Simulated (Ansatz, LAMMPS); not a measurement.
# Squeezing and shearing glassy 81SiO2-7Na2O-7CaO-4ZnO (mol %) (78 atoms), part 4 of 4

How stiff is glassy 81SiO2-7Na2O-7CaO-4ZnO (mol %) (78 atoms), and how do its levels respond to strain?

Ansatz 0.2.0; Kohn-Sham DFT, PBE, PAW (set soft_2), plane waves.

The cell: 22 Si, 4 Na, 2 Ca, 1 Zn and 49 O. The quench rate of 1000 K/ps is many orders above laboratory rates. The starting topology of bonds comes from the classical model. Only the Γ point is sampled.

So far. Step 9 (Volume -10 %): The relaxation converged after 18 steps, 4.57 eV below its start, with a largest force component of 0.037 eV/Å. Step 9 (Volume -10 %): Volume -10 %: the energy stands 1.62 eV above that of the reference, at a pressure of 5.30 GPa.

### Step 10. Stretched by 1 % along x

The relaxed cell is strained along x alone, which gives the stiffness along x and its coupling to y and z.

input.yaml

```yaml
crystal:
  lattice:
    - [10.39532, -0.26501, -0.27419]
    - [-0.26766, 9.91961, 0.12396]
    - [-0.27693, 0.12396, 10.47064]
  atoms:
    [... the 78 atom lines of step 4 ...]
kpoints:
  mp_grid: { grid: [1, 1, 1] }
hamiltonian:
  xc: pbe
scf:
  occupations: { method: gaussian, width: 0.05 }
output:
  forces: true
  eigenvalues: true
  stress: true
relax:
  f_tol: 0.05
  max_steps: 70
```

Run with:

```sh
ansatz run input.yaml --threads 4 --pin off --max-ram 8192MiB --backend cpu --events-out ev --progress --plain --runs-dir out
```

Numbers of over 12 decimals in the logs are rounded to 6 here.

What it wrote:

```text
[...]
Crystal: 78 atoms, lattice volume = 1078.069 Å³
Basis set: ecut = 420 eV, 21099 PW (Γ), exchange–correlation on 144×144×144 points (8 copies of the dense FFT grid, shifted against one another)
Bands: 303, of which v1, the nominal top of the filled ones, is band 225 counted from 1 (224 counted from 0)
Symmetry: 1 space group operations
[...]
k-points: 1
[...]
SCF iter   1: F=—  HF=-54773.027991 eV  |F-HF|=—  |Δ(HF+E_count)|=         —  Δρ=1.96e-3  dr2=4.98e-2  ethr=1.77e-3  ⟨swp⟩=6.0  Hψ=1439  notcnv=0  defer=68
[...]
SCF iter   6: F=-54773.031396 eV  HF=-54773.031398 eV  |F-HF|=2.08e-6  |Δ(HF+E_count)|=   6.20e-6  Δρ=2.93e-5  dr2=7.72e-6  ethr=1.32e-8  ⟨swp⟩=15.0  Hψ=1800  notcnv=0
SCF 1 converged in 6 iterations: F = -54773.031396 eV  dr2 = 7.72e-6
[...]
relax step   1: F+E_penalty+E_count = -54773.03139562 eV  Δ(F+E_penalty+E_count) = +0.000e0 eV  max|allowed force component| = 4.813e-1 eV/Å  Δτ_max = 0.0000 Å  (6 SCF iters, dr2 threshold 6.25e-5 eV, accepted)
[...]
relax step   2: F+E_penalty+E_count = -54773.06605876 eV  Δ(F+E_penalty+E_count) = -3.466e-2 eV  max|allowed force component| = 2.682e-1 eV/Å  Δτ_max = 0.0157 Å  (5 SCF iters, dr2 threshold 1.45e-5 eV, accepted)
[...]
relax step   3: F+E_penalty+E_count = -54773.08760724 eV  Δ(F+E_penalty+E_count) = -2.155e-2 eV  max|allowed force component| = 5.387e-2 eV/Å  Δτ_max = 0.0209 Å  (6 SCF iters, dr2 threshold 4.50e-6 eV, accepted)
relax step   4: F+E_penalty+E_count = -54773.08787833 eV  Δ(F+E_penalty+E_count) = -2.711e-4 eV  max|allowed force component| = 1.173e-1 eV/Å  Δτ_max = 0.0514 Å  (9 SCF iters, accepted)
[...]
relax step   5: F+E_penalty+E_count = -54773.09308532 eV  Δ(F+E_penalty+E_count) = -5.207e-3 eV  max|allowed force component| = 2.765e-2 eV/Å  Δτ_max = 0.0235 Å  (8 SCF iters, accepted)
SCF converged after 8 iterations
Free energy (F): -54773.093085 eV
[...]
Internal energy: -54773.093085 eV  (E = F + TS)
E sigma→0 (E₀):  -54773.093085 eV
Fermi energy:    5.359951 eV
[...]
--- Forces (eV/Å), atoms counted from 1 ---
  atom   1  Si     0.00220035    -0.01006976    -0.00369488
  atom   2  Si     0.01487420    -0.00444070     0.00409189
  atom   3  Si    -0.00454055    -0.00266565     0.00942194
  atom   4  Si     0.00794607     0.00775720     0.01383176
  atom   5  Si     0.01350208     0.00156695    -0.00348780
  atom   6  Si     0.00531902    -0.00070924     0.01020198
  atom   7  Si    -0.01281672    -0.00989507    -0.00534546
  atom   8  Si    -0.00222320    -0.00214646    -0.00311972
  atom   9  Si    -0.01541554     0.02472034     0.01341699
  atom  10  Si     0.00162173     0.00491573     0.00549748
  atom  11  Si    -0.02259368    -0.01155419     0.01092667
  atom  12  Si     0.00975492     0.01454993     0.01189966
  atom  13  Si     0.01338761     0.00620088    -0.00023765
  atom  14  Si    -0.00443003     0.00109204    -0.00305075
[...]
atom  77  O     -0.00238587    -0.00036405    -0.00231047
  atom  78  O      0.00552374     0.00774011     0.00495187
  max |Σ_I F_I| component: 7.89e-5 eV/Å
--- Stress (GPa, compression-positive) ---
       -1.128786       0.099804       0.026012
        0.099803      -0.386565      -0.017075
        0.026011      -0.017075      -0.267915
  P = ⅓ Tr σ = -0.5944 GPa (-5.944 kbar)
--- Band table (eV) ---
[...]
--- Relaxed structure (5 steps of the walk, 5 accepted, 0 SCFs on fresh bases) ---
  F+E_penalty+E_count = -54773.09308532 eV   max|allowed force component| = 2.765e-2 eV/Å
  atoms:
    - { symbol: Si, position: [0.975309, 0.445836, 0.091007] }
    - { symbol: Si, position: [0.239338, 0.466057, 0.188062] }
    - { symbol: Si, position: [0.709148, 0.863253, 0.855363] }
    - { symbol: Si, position: [0.268668, 0.817136, 0.534026] }
[...]
- { symbol: O, position: [0.050055, 0.313641, 0.730525] }
```

Wall time 52 s (4 threads of Arm Neoverse V1, shared host); peak memory 1.3 GiB.

The relaxation converged after 5 steps, 0.0617 eV below its start, with a largest force component of 0.028 eV/Å.

Stretched by 1 % along x: the energy stands 0.0364 eV above that of the reference, at a pressure of -0.594 GPa.

### Step 11. Compressed by 1 % along x

The relaxed cell is strained along x alone, which gives the stiffness along x and its coupling to y and z.

input.yaml, the sections that differ from step 10:

```yaml
crystal:
  lattice:
    - [10.18948, -0.26501, -0.27419]
    - [-0.26236, 9.91961, 0.12396]
    - [-0.27145, 0.12396, 10.47064]
  atoms:
    [... the 78 atom lines of step 4 ...]
# kpoints, hamiltonian, scf, output, relax: as in step 10
```

What it wrote:

```text
[...]
Crystal: 78 atoms, lattice volume = 1056.722 Å³
Basis set: ecut = 420 eV, 20679 PW (Γ), exchange–correlation on 144×144×144 points (8 copies of the dense FFT grid, shifted against one another)
Bands: 303, of which v1, the nominal top of the filled ones, is band 225 counted from 1 (224 counted from 0)
Symmetry: 1 space group operations
[...]
k-points: 1
[...]
SCF iter   1: F=—  HF=-54773.021917 eV  |F-HF|=—  |Δ(HF+E_count)|=         —  Δρ=1.96e-3  dr2=4.99e-2  ethr=1.77e-3  ⟨swp⟩=6.0  Hψ=1437  notcnv=0  defer=68
[...]
SCF iter   6: F=-54773.025264 eV  HF=-54773.025267 eV  |F-HF|=3.12e-6  |Δ(HF+E_count)|=   4.39e-6  Δρ=3.05e-5  dr2=7.99e-6  ethr=1.24e-8  ⟨swp⟩=16.0  Hψ=1802  notcnv=0
SCF 1 converged in 6 iterations: F = -54773.025264 eV  dr2 = 7.99e-6
[...]
relax step   1: F+E_penalty+E_count = -54773.02526396 eV  Δ(F+E_penalty+E_count) = +0.000e0 eV  max|allowed force component| = 5.257e-1 eV/Å  Δτ_max = 0.0000 Å  (6 SCF iters, dr2 threshold 6.25e-5 eV, accepted)
[...]
relax step   2: F+E_penalty+E_count = -54773.06187360 eV  Δ(F+E_penalty+E_count) = -3.661e-2 eV  max|allowed force component| = 2.826e-1 eV/Å  Δτ_max = 0.0148 Å  (5 SCF iters, dr2 threshold 1.73e-5 eV, accepted)
[...]
relax step   3: F+E_penalty+E_count = -54773.08463488 eV  Δ(F+E_penalty+E_count) = -2.276e-2 eV  max|allowed force component| = 6.067e-2 eV/Å  Δτ_max = 0.0207 Å  (6 SCF iters, dr2 threshold 4.99e-6 eV, accepted)
relax step   4: F+E_penalty+E_count = -54773.07635278 eV  Δ(F+E_penalty+E_count) = +8.282e-3 eV  max|allowed force component| = 2.143e-1 eV/Å  Δτ_max = 0.0917 Å  (9 SCF iters, rejected (line search))
[...]
relax step   5: F+E_penalty+E_count = -54773.09057513 eV  Δ(F+E_penalty+E_count) = -5.940e-3 eV  max|allowed force component| = 3.195e-2 eV/Å  Δτ_max = 0.0306 Å  (8 SCF iters, accepted)
SCF converged after 8 iterations
Free energy (F): -54773.090575 eV
[...]
Internal energy: -54773.090575 eV  (E = F + TS)
E sigma→0 (E₀):  -54773.090575 eV
Fermi energy:    5.545977 eV
[...]
--- Forces (eV/Å), atoms counted from 1 ---
  atom   1  Si    -0.00007626     0.00709755     0.00772335
  atom   2  Si    -0.01045579     0.00837045    -0.00208413
  atom   3  Si     0.00300316    -0.00372349     0.00688883
  atom   4  Si    -0.01080399    -0.01155853    -0.01489638
  atom   5  Si    -0.02279194    -0.00610790    -0.00939695
  atom   6  Si    -0.00650878    -0.00616291    -0.00579968
  atom   7  Si     0.00736993     0.01232478     0.00242859
  atom   8  Si     0.00208136     0.00569786    -0.00063972
  atom   9  Si     0.02985395    -0.02047960    -0.01504766
  atom  10  Si    -0.00023129    -0.00619627    -0.00991550
  atom  11  Si     0.02446899     0.01327469    -0.00954526
  atom  12  Si    -0.00354044    -0.00724056    -0.01279258
  atom  13  Si    -0.01528878    -0.00374223     0.00246067
  atom  14  Si     0.00318964    -0.00287572     0.00388075
[...]
atom  77  O      0.00138231     0.00082217    -0.00392376
  atom  78  O     -0.00059989     0.00019579     0.00300614
  max |Σ_I F_I| component: 6.21e-5 eV/Å
--- Stress (GPa, compression-positive) ---
        1.145964      -0.112050      -0.065419
       -0.112050       0.425387       0.033426
       -0.065420       0.033427       0.343065
  P = ⅓ Tr σ = 0.6381 GPa (6.381 kbar)
--- Band table (eV) ---
[...]
--- Relaxed structure (5 steps of the walk, 4 accepted, 0 SCFs on fresh bases) ---
  F+E_penalty+E_count = -54773.09057513 eV   max|allowed force component| = 3.195e-2 eV/Å
  atoms:
    - { symbol: Si, position: [0.971187, 0.442669, 0.092065] }
    - { symbol: Si, position: [0.236486, 0.465032, 0.193982] }
    - { symbol: Si, position: [0.709962, 0.862083, 0.854956] }
    - { symbol: Si, position: [0.268004, 0.817691, 0.534831] }
[...]
- { symbol: O, position: [0.052515, 0.315524, 0.731645] }
```

Run time: 51 s. Hardware: 4 threads; peak memory 1.3 GiB.

The relaxation converged after 5 steps, 0.0653 eV below its start, with a largest force component of 0.032 eV/Å.

Compressed by 1 % along x: the energy stands 0.0389 eV above that of the reference, at a pressure of 0.638 GPa.

### Step 12. Sheared by 2 % in xy

A shear of the relaxed cell gives the modulus that volume changes can't reach.

input.yaml, the sections that differ from step 11:

```yaml
crystal:
  lattice:
    - [10.28975, -0.16209, -0.27419]
    - [-0.16581, 9.91696, 0.12396]
    - [-0.27295, 0.12122, 10.47064]
  atoms:
    [... the 78 atom lines of step 4 ...]
# kpoints, hamiltonian, scf, output, relax: as in step 11
```

What it wrote:

```text
[...]
Crystal: 78 atoms, lattice volume = 1067.289 Å³
Basis set: ecut = 420 eV, 20893 PW (Γ), exchange–correlation on 144×144×144 points (8 copies of the dense FFT grid, shifted against one another)
Bands: 303, of which v1, the nominal top of the filled ones, is band 225 counted from 1 (224 counted from 0)
Symmetry: 1 space group operations
[...]
k-points: 1
[...]
SCF iter   1: F=—  HF=-54772.987967 eV  |F-HF|=—  |Δ(HF+E_count)|=         —  Δρ=1.96e-3  dr2=4.99e-2  ethr=1.77e-3  ⟨swp⟩=6.0  Hψ=1439  notcnv=0  defer=68
[...]
SCF iter   5: F=-54772.991013 eV  HF=-54772.991038 eV  |F-HF|=2.46e-5  |Δ(HF+E_count)|=   2.76e-5  Δρ=7.69e-5  dr2=5.76e-5  ethr=5.74e-8  ⟨swp⟩=2.0  Hψ=391  notcnv=0  defer=74
SCF iter   6: F=-54772.991039 eV  HF=-54772.991042 eV  |F-HF|=2.78e-6  |Δ(HF+E_count)|=   3.67e-6  Δρ=2.99e-5  dr2=7.78e-6  ethr=1.28e-8  ⟨swp⟩=16.0  Hψ=1795  notcnv=0
SCF 1 converged in 6 iterations: F = -54772.991039 eV  dr2 = 7.78e-6
[...]
relax step   1: F+E_penalty+E_count = -54772.99103886 eV  Δ(F+E_penalty+E_count) = +0.000e0 eV  max|allowed force component| = 5.994e-1 eV/Å  Δτ_max = 0.0000 Å  (6 SCF iters, dr2 threshold 6.25e-5 eV, accepted)
[...]
relax step   2: F+E_penalty+E_count = -54773.04417737 eV  Δ(F+E_penalty+E_count) = -5.314e-2 eV  max|allowed force component| = 3.719e-1 eV/Å  Δτ_max = 0.0219 Å  (5 SCF iters, dr2 threshold 2.25e-5 eV, accepted)
[...]
relax step   3: F+E_penalty+E_count = -54773.07486800 eV  Δ(F+E_penalty+E_count) = -3.069e-2 eV  max|allowed force component| = 6.153e-2 eV/Å  Δτ_max = 0.0345 Å  (6 SCF iters, dr2 threshold 8.65e-6 eV, accepted)
relax step   4: F+E_penalty+E_count = -54773.07673286 eV  Δ(F+E_penalty+E_count) = -1.865e-3 eV  max|allowed force component| = 5.799e-2 eV/Å  Δτ_max = 0.0097 Å  (7 SCF iters, accepted)
relax step   5: F+E_penalty+E_count = -54773.07835420 eV  Δ(F+E_penalty+E_count) = -1.621e-3 eV  max|allowed force component| = 5.286e-2 eV/Å  Δτ_max = 0.0122 Å  (7 SCF iters, accepted)
relax step   6: F+E_penalty+E_count = -54773.07914369 eV  Δ(F+E_penalty+E_count) = -7.895e-4 eV  max|allowed force component| = 5.061e-2 eV/Å  Δτ_max = 0.0055 Å  (6 SCF iters, accepted)
[...]
relax step   7: F+E_penalty+E_count = -54773.08082024 eV  Δ(F+E_penalty+E_count) = -1.677e-3 eV  max|allowed force component| = 3.350e-2 eV/Å  Δτ_max = 0.0154 Å  (7 SCF iters, accepted)
SCF converged after 7 iterations
Free energy (F): -54773.080820 eV
[...]
Internal energy: -54773.080820 eV  (E = F + TS)
E sigma→0 (E₀):  -54773.080820 eV
Fermi energy:    5.455025 eV
[...]
Σ components = -54773.080820   (vs F -54773.080820, Δ=0.00e0)
--- Forces (eV/Å), atoms counted from 1 ---
  atom   1  Si    -0.00660496    -0.01433632    -0.00686867
  atom   2  Si    -0.00466792    -0.00180367    -0.00175049
  atom   3  Si    -0.00312012    -0.00535160     0.00300527
  atom   4  Si     0.00117092    -0.00209560     0.00930175
[...]
atom  78  O     -0.00045505    -0.00255986     0.00003558
  max |Σ_I F_I| component: 2.25e-4 eV/Å
--- Stress (GPa, compression-positive) ---
        0.214260      -0.748394      -0.015102
       -0.748394      -0.001682       0.055541
       -0.015103       0.055541       0.089178
  P = ⅓ Tr σ = 0.1006 GPa (1.006 kbar)
--- Band table (eV) ---
[...]
--- Relaxed structure (7 steps of the walk, 7 accepted, 0 SCFs on fresh bases) ---
  F+E_penalty+E_count = -54773.08082024 eV   max|allowed force component| = 3.350e-2 eV/Å
  atoms:
    - { symbol: Si, position: [0.973692, 0.443585, 0.092244] }
    - { symbol: Si, position: [0.238693, 0.467436, 0.190944] }
    - { symbol: Si, position: [0.709808, 0.863002, 0.855928] }
    - { symbol: Si, position: [0.268217, 0.816980, 0.534810] }
[...]
- { symbol: O, position: [0.047252, 0.313912, 0.730001] }
```

Wall time 68 s (4 threads); peak memory 1.3 GiB; 4.3 min of CPU time.

The relaxation converged after 7 steps, 0.0898 eV below its start, with a largest force component of 0.034 eV/Å.

Sheared by 2 % in xy: the energy stands 0.0486 eV above that of the reference, at a pressure of 0.101 GPa.

### Step 13. Pressure against volume

Atoms are relaxed at each volume, in the scaled cell.

```csv
volume change (%),volume (Å³/atom),energy change (meV/atom),pressure (GPa),largest move on relaxing (Å),bonds,gap (eV)
-10,12.316,20.79,5.30,0.89,124,4.34
-6,12.863,9.11,3.55,0.36,121,3.99
-3,13.274,2.38,1.80,0.18,122,3.76
+0,13.685,0.00,0.00,-,119,3.61
+3,14.095,1.55,-1.41,0.51,120,3.52
+6,14.506,7.21,-3.01,0.61,118,3.37
```

### Step 14. Uniaxial strain and shear

Stress (GPa, compression positive) less that of the relaxed cell, atoms relaxed:

```csv
strain,xx,yy,zz,xy,energy change (meV/atom)
stretched by 1 % along x,-1.137,-0.383,-0.277,0.108,0.47
compressed by 1 % along x,1.137,0.429,0.334,-0.104,0.50
sheared by 2 % in xy,0.206,0.002,0.080,-0.740,0.62
```

### Step 15. Outcome

The bulk modulus, from the slope of pressure against ln V over the three points nearest the relaxed volume, is 53.5 GPa; between neighbouring points the slope runs 40, 56, 59, 48 and 56 GPa from the smallest volume up, without a steady fall, so no pressure derivative is given, and the cell yields more easily when compressed beyond -6 %. The count of bonds runs from 118 to 124 over the series, so at some points contacts cross the cutoffs. At -10 %, +3 % and +6 % some atom moved by over 0.5 Å on relaxing, so those points may sit in another local minimum. The gap goes from 4.34 eV at the smallest volume to 3.37 eV at the largest, -5.8 eV per unit of ln V by a straight line, on the run's k-points. In the Cartesian axes of the cell, finite differences give C11 = 114, C12 = 40.6, C13 = 30.5 and C66 = 37.0 GPa (the shear of 2 % is the engineering strain, εxy = 0.01). The mean of C11, C12 and C13, which equals the bulk modulus in a cubic or isotropic solid, is 61.6 GPa: it lies 15 % over the bulk modulus from the volumes. For an isotropic solid C66 would equal (C11 − C12)/2 = 36.6 GPa; so small a sample needn't be isotropic, and C66 rests on one shear. With the bulk modulus and C66 as K and G, Young's modulus would be about 90 GPa and Poisson's ratio 0.22.

Caveats: Strains are finite and relaxations stop at the force tolerance of the input, which can leave moduli too stiff; they are those of a static cell at zero temperature. Volumes are changed with the cell's shape held, so in an anisotropic solid the modulus lies over the one under free hydrostatic load. The program notes that the SCF threshold of the relaxations is loose for the stress.

The DFT runs together took 19 min of wall time.

[Logs are printed without paths, hosts, clocks, repeated set-up lines and the standing remarks that a program may print on its own settings, such as how far it seeks lower states.]

[Hosts, paths, dates, database ids (printed as entryN), source tags and the programs' standing remarks are cut or masked in the printed files.]
